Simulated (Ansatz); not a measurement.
## Cl on Au(100): change of the work function: cost of one run

Ansatz 0.2.0; plane-wave DFT, PBE, Ansatz PAW. The cell holds 37 atoms.

input.yaml reads:

```yaml
crystal:
  lattice:
    - [8.6549870016, 0.0, 0.0]
    - [0.0, 8.6549870016, 0.0]
    - [0.0, 0.0, 25.7560715256]
  atoms:
    - { symbol: Au, position: [0.1666666667, 0.1666666667, 0.3494321714] }
    - { symbol: Au, position: [0.0, 0.0, 0.4286367969] }
    - { symbol: Au, position: [0.1666666667, 0.1666666667, 0.5120721474] }
[... 28 atom lines left out ...]
    - { symbol: Au, position: [0.6666666667, 0.3333333333, 0.5945267079] }
    - { symbol: Au, position: [0.8333333333, 0.8333333333, 0.3494321714] }
    - { symbol: Au, position: [0.6666666667, 0.6666666667, 0.4286367969] }
    - { symbol: Au, position: [0.8333333333, 0.8333333333, 0.5120721474] }
    - { symbol: Au, position: [0.6666666667, 0.6666666667, 0.5945267079] }
    - { symbol: Cl, position: [0.1666666667, 0.1666666667, 0.6505678286] }
kpoints:
  mp_grid: { grid: [4, 4, 1] }
hamiltonian:
  xc: pbe
scf:
  occupations: { method: fermi_dirac, width: 0.1 }
  convergence: { dr2_threshold: 1.0e-08 }
efield:
  axis: 3
  dipole_correction: true
  ramp_position: 0.97
  ramp_width: 0.06
relax:
  f_tol: 0.02
  max_steps: 60
  constraints:
    - { sites: [0, 1, 4, 5, 8, 9, 12, 13, 16, 17, 20, 21, 24, 25, 28, 29, 32, 33] }
output:
  bader: true
  write_potential: true
  write_density: true
  volumetric_format: npy
```

Run with:

```console
ansatz run input.yaml --threads 4 --pin off --max-ram 12288MiB --backend cpu --events-out ev --progress --plain --runs-dir out
```

The cutoff in use is 420 eV. For reference, a run of the same kind (5 atoms, 21 k-points, 50 bands and 4,195 plane waves; 43 SCF cycles) took 29 s and 0.58 GiB on the same hardware.

What time and memory should one allow on 4 threads of Arm Neoverse V1, shared host?

A cutoff of 420 eV is a sphere of radius 10.5 Å⁻¹, so a cell of 1929 Å³ holds about V·G³/6π² = 37,706 plane waves. At two electrons a band, the 691 electrons need 346 bands, and 69 more are carried. Symmetry cuts the 4×4×1 mesh from 16 to 6 points. The run has 6 k-points, 415 bands and 37,791 plane waves. Taking the work of a cycle as k-points × spins × bands × plane waves, that is 21 times the reference, or 10 min at the reference's 43 cycles. The run needed 40 SCF cycles over 5 ionic steps, which makes it about 9.8 min. One copy of the wavefunctions takes 1.4 GiB at 16 bytes a coefficient, against 0.066 GiB in the reference; grids, projectors and work arrays come on top. Measured: about 19 min, with a peak of 8.2 GiB. The run took longer than the estimate, which leaves out the steps that grow as the square of the band count.

[Logs are printed without paths, hosts, clocks, repeated set-up lines and the standing remarks that a program may print on its own settings, such as how far it seeks lower states.]

[Hosts, paths, dates, database ids (printed as entryN), source tags and the programs' standing remarks are cut or masked in the printed files.]

[Maps of the electrostatic potential energy from Ansatz leave out the sawtooth potential of an applied field or a dipole correction, so their vacuum need not be flat; planar profiles and work functions include it.]
